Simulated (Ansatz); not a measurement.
Planning a run of Ansatz 0.2.0 on GaAs (F-43m). The input:

```yaml
crystal:
  lattice:
    - [0.0, 2.82685, 2.82685]
    - [2.82685, 0.0, 2.82685]
    - [2.82685, 2.82685, 0.0]
  atoms:
    - { symbol: Ga, position: [0.0, 0.0, 0.0] }
    - { symbol: As, position: [0.25, 0.25, 0.25] }
kpoints:
  mp_grid: { grid: [6, 6, 6] }
  band_path:
    path:
      - [0.0, 0.0, 0.0]
      - [-0.5, -0.5, 0.0]
      - [-0.375, -0.375, 0.25]
      - [-0.375, 0.0, 0.375]
      - [0.0, 0.0, 0.5]
      - [-0.5, -0.25, 0.25]
    npoints: 1
hamiltonian:
  xc: hse06
scf:
  occupations: { method: fixed }
  n_extra_bands: 4
output:
  eigenvalues: true
```

```sh
ansatz run input.yaml --threads 3 --pin off --max-ram 92160MiB --backend cuda --events-out ev --progress --plain --runs-dir out --devices 1 --max-vram 13GiB  # rebuilt from the run's record
```

How long will it take on 1 × NVIDIA H100 80GB HBM3 (shared by 6 runs) with 3 threads of AMD EPYC 7R13 (Zen 3), shared host, and how much memory?

It took 17 s; on shared hardware allow 8.6 s to 34 s. Peak host memory was 1.2 GiB. The sizes that set the cost: 893 plane waves a state, 16 irreducible k points and 14 SCF cycles.

Exact exchange couples every pair of k points and filled bands, so it costs far more than a semilocal run.

[Paths, hosts, dates, memory and timing lines, banners, echoed tables and standing remarks are left out of the program output.]

[Logs are printed without paths, hosts, clocks, repeated set-up lines and the standing remarks that a program may print on its own settings, such as how far it seeks lower states.]

[Runs of the session that timed out or met a known fault of the program may be left out.]

[Cells called generated may have been cut or substituted from an entry of the Crystallography Open Database or the Materials Project.]

[Hosts, paths, dates, database ids (printed as entryN), source tags and the programs' standing remarks are cut or masked in the printed files.]
